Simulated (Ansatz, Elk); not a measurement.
# How far do independent atoms describe ZrCrAs2?, part 2 of 2

The structure of ZrCrAs2 used here is made up (a known structure type with other elements) and was relaxed beforehand with PBE. The aim is the Fourier transform of its all-electron density, F(hkl), set beside the sum over free spherical atoms that refinements use.

Elk 11.2.3 (patched build); all-electron DFT.

So far: The starting structure; Ground state and structure factors; The magnetisation density; The highest occupied states alone.

The structure was built from a prototype and need not be the compound's stable phase.

## (5) Another functional

Level of this step: DFT, PBEsol, all-electron APW+lo, Dirac cores, scalar-relativistic bands, static density, ferromagnetic start (Elk).

The difference from free atoms is small, so it is set against the change that PBEsol makes.

File elk.in:

```
tasks
  0
  195
  196

xctype
  22

spinpol
  .true.

rgkmax
  7.0

gmaxvr
  14.0

lmaxo
  7

lmaxapw
  8

swidth
  0.002

tshift
  .false.

ramdisk
  .false.

hmaxvr
  5.5

maxscl
  120

epspot
  1e-06

reducebf
  0.8

sppath
  './'

avec
  3.60649267267 2.08220951540 10.97230591366
  -3.60649267267 2.08220951540 10.97230591366
  0.00000000000 -4.16441903080 10.97230591366

atoms
  3
  'Zr.in'
  1
  0.5000000000 0.5000000000 0.5000000000   0.000000 0.000000 0.000000
  'As.in'
  2
  0.2596426783 0.2596426783 0.2596426783   0.000000 0.000000 0.000000
  0.7403573217 0.7403573217 0.7403573217   0.000000 0.000000 0.000000
  'Cr.in'
  1
  0.0000000000 0.0000000000 0.0000000000   0.000000 0.000000 -0.130000

ngridk
  6 6 6
```

The run is started by

```sh
> OMP_NUM_THREADS=4 elk
```

Numbers of over 12 decimals in the logs are rounded to 6 here.

The program printed:

```text
┌─────────────────────────┐
│ Elk code version 11.2.3 │
└─────────────────────────┘

All units are atomic (Hartree, Bohr, etc.)

┌─────────────────────────────────────────────────┐
│ Ground-state run starting from atomic densities │
└─────────────────────────────────────────────────┘

Lattice vectors :
   3.606492673       2.082209515       10.97230591
  -3.606492673       2.082209515       10.97230591
   0.000000000      -4.164419031       10.97230591

Reciprocal lattice vectors :
  0.8710935911      0.5029261193      0.1908801230
[...]
error                       :   0.1707033344E-02

Moments :
 interstitial                :   0.6034477769E-01
 muffin-tins
  species : 1 (Zr)
[...]
species : 2 (As)
[...]
atom 2                    :  -0.6480058887E-01
  species : 3 (Cr)
   atom 1                    :    2.721197831
 total in muffin-tins        :    2.429196110
 total moment                :    2.489540887

┌──────────────────────────────┐
│ Self-consistent loop stopped │
└──────────────────────────────┘

Warning : core states of species 2 leak from the muffin-tin :   0.1610514312E-03

Wrote STATE.OUT
[key lines of the parts left out:]
total energy                :     -9166.1209675869
```

Wall time 4.4 min (4 threads of Intel Xeon Platinum 8488C (Sapphire Rapids), shared host); peak memory 0.46 GiB.

Against the first run R = 0.03 %; the largest change is -0.025 at 104. The moment goes from 2.47 to 2.49 μB.

## (6) A coarser k-mesh

About half the k-points along each axis test the sampling.

elk.in, as its differences from that of step 5:

```diff
@@ -6,3 +6,3 @@
 xctype
-  22
+  20
 
@@ -66,2 +66,2 @@
 ngridk
-  6 6 6
+  3 3 3
```

The run is started by

```sh
> OMP_NUM_THREADS=4 elk
```

The program printed:

```text
┌─────────────────────────┐
│ Elk code version 11.2.3 │
└─────────────────────────┘

All units are atomic (Hartree, Bohr, etc.)

┌─────────────────────────────────────────────────┐
│ Ground-state run starting from atomic densities │
└─────────────────────────────────────────────────┘

Lattice vectors :
   3.606492673       2.082209515       10.97230591
  -3.606492673       2.082209515       10.97230591
   0.000000000      -4.164419031       10.97230591

Reciprocal lattice vectors :
  0.8710935911      0.5029261193      0.1908801230
[...]
error                       :   0.1777070068E-02

Moments :
 interstitial                :   0.2713635225E-01
 muffin-tins
  species : 1 (Zr)
[...]
species : 2 (As)
[...]
atom 2                    :  -0.6990815863E-01
  species : 3 (Cr)
   atom 1                    :    2.758154184
 total in muffin-tins        :    2.400321741
 total moment                :    2.427458093

┌──────────────────────────────┐
│ Self-consistent loop stopped │
└──────────────────────────────┘

Warning : core states of species 2 leak from the muffin-tin :   0.1591647764E-03

Wrote STATE.OUT
[key lines of the parts left out:]
total energy                :     -9172.3652485840
```

Wall time 1.8 min (4 threads); peak memory 0.47 GiB; 5.1 min of CPU time.

Against the first run R = 0.01 %; the largest change is -0.035 at 0 0 12. The moment goes from 2.47 to 2.43 μB.

## (7) Basis size

A smaller basis shows how fast F responds to it; the change is likely larger than the basis error of the first run, but doesn't show convergence.

elk.in, as its differences from that of step 6:

```diff
@@ -12,3 +12,3 @@
 rgkmax
-  7.0
+  5.5
 
@@ -66,2 +66,2 @@
 ngridk
-  3 3 3
+  6 6 6
```

The run is started by

```sh
> OMP_NUM_THREADS=4 elk
```

The program printed:

```text
┌─────────────────────────┐
│ Elk code version 11.2.3 │
└─────────────────────────┘

All units are atomic (Hartree, Bohr, etc.)

┌─────────────────────────────────────────────────┐
│ Ground-state run starting from atomic densities │
└─────────────────────────────────────────────────┘

Lattice vectors :
   3.606492673       2.082209515       10.97230591
  -3.606492673       2.082209515       10.97230591
   0.000000000      -4.164419031       10.97230591

Reciprocal lattice vectors :
  0.8710935911      0.5029261193      0.1908801230
[...]
error                       :   0.9727247265E-03

Moments :
 interstitial                :   0.6547347858E-01
 muffin-tins
  species : 1 (Zr)
[...]
species : 2 (As)
[...]
atom 2                    :  -0.6181100448E-01
  species : 3 (Cr)
   atom 1                    :    2.658860062
 total in muffin-tins        :    2.340186803
 total moment                :    2.405660282

┌──────────────────────────────┐
│ Self-consistent loop stopped │
└──────────────────────────────┘

Warning : core states of species 2 leak from the muffin-tin :   0.1597731859E-03

Wrote STATE.OUT
[key lines of the parts left out:]
total energy                :     -9172.2682210739
```

The job ended after 5.4 min (4 threads; peak memory 0.46 GiB; 18 min of CPU time).

Against the first run R = 0.03 %; the largest change is +0.102 at 0 0 12. The moment goes from 2.47 to 2.41 μB.

## (8) Settings against the effect

```csv
run,R against the first run (%),"R against neutral atoms, low angle (%)",wall time
"PBE, rgkmax 7",0.00,0.86,4.6 min
PBEsol,0.03,0.88,4.4 min
k-mesh 3×3×3,0.01,0.87,1.8 min
rgkmax 5.5,0.03,0.90,5.4 min
```

## (9) What came out

| Quantity | Value |
| --- | --- |
| R against neutral atoms, sin θ/λ < 0.3 Å⁻¹ | 0.86 % |
| R against neutral atoms, 0.3 to 0.80 Å⁻¹ | 0.27 % |

Independent neutral atoms miss the calculated amplitudes by R = 0.86 % below 0.3 Å⁻¹ and 0.27 % from there to 0.80 Å⁻¹; by shells, 3.66 % below 0.15 Å⁻¹ (1 form), 0.85 % 0.15 to 0.3 (10 forms), 0.38 % 0.3 to 0.45 (22 forms), 0.25 % above 0.45 (116 forms). Bonding, aspherical density and the tables' own atoms all enter these figures, and the runs don't part them. The largest change of an amplitude is -0.56 electrons, at 110. Weak lines can change much in proportion: 006 goes from 0.77 to 0.26. The magnetic order is that of the start. No other order was tried here, and an antiferromagnetic one would change or move the magnetic intensity. The window's part falls from 20.0 electrons at the origin to at most 0.54 between 0.45 and 0.80 Å⁻¹. Below 0.3 Å⁻¹ the changes that finished (PBEsol, k-mesh 3×3×3 and rgkmax 5.5) move F by R = 0.04 % at most, against the 0.86 % that separates it from free atoms. The magnetic factors move by R = 1.0 % (PBEsol), 1.8 % (k-mesh 3×3×3) and 1.6 % (rgkmax 5.5). Part of the difference isn't bonding: the tables are fits to free atoms and ions calculated by other methods than this functional. Thermal motion, anomalous dispersion and extinction are left out.

[Logs are printed without paths, hosts, clocks, repeated set-up lines and the standing remarks that a program may print on its own settings, such as how far it seeks lower states.]

[Hosts, paths, dates, database ids (printed as entryN), source tags and the programs' standing remarks are cut or masked in the printed files.]
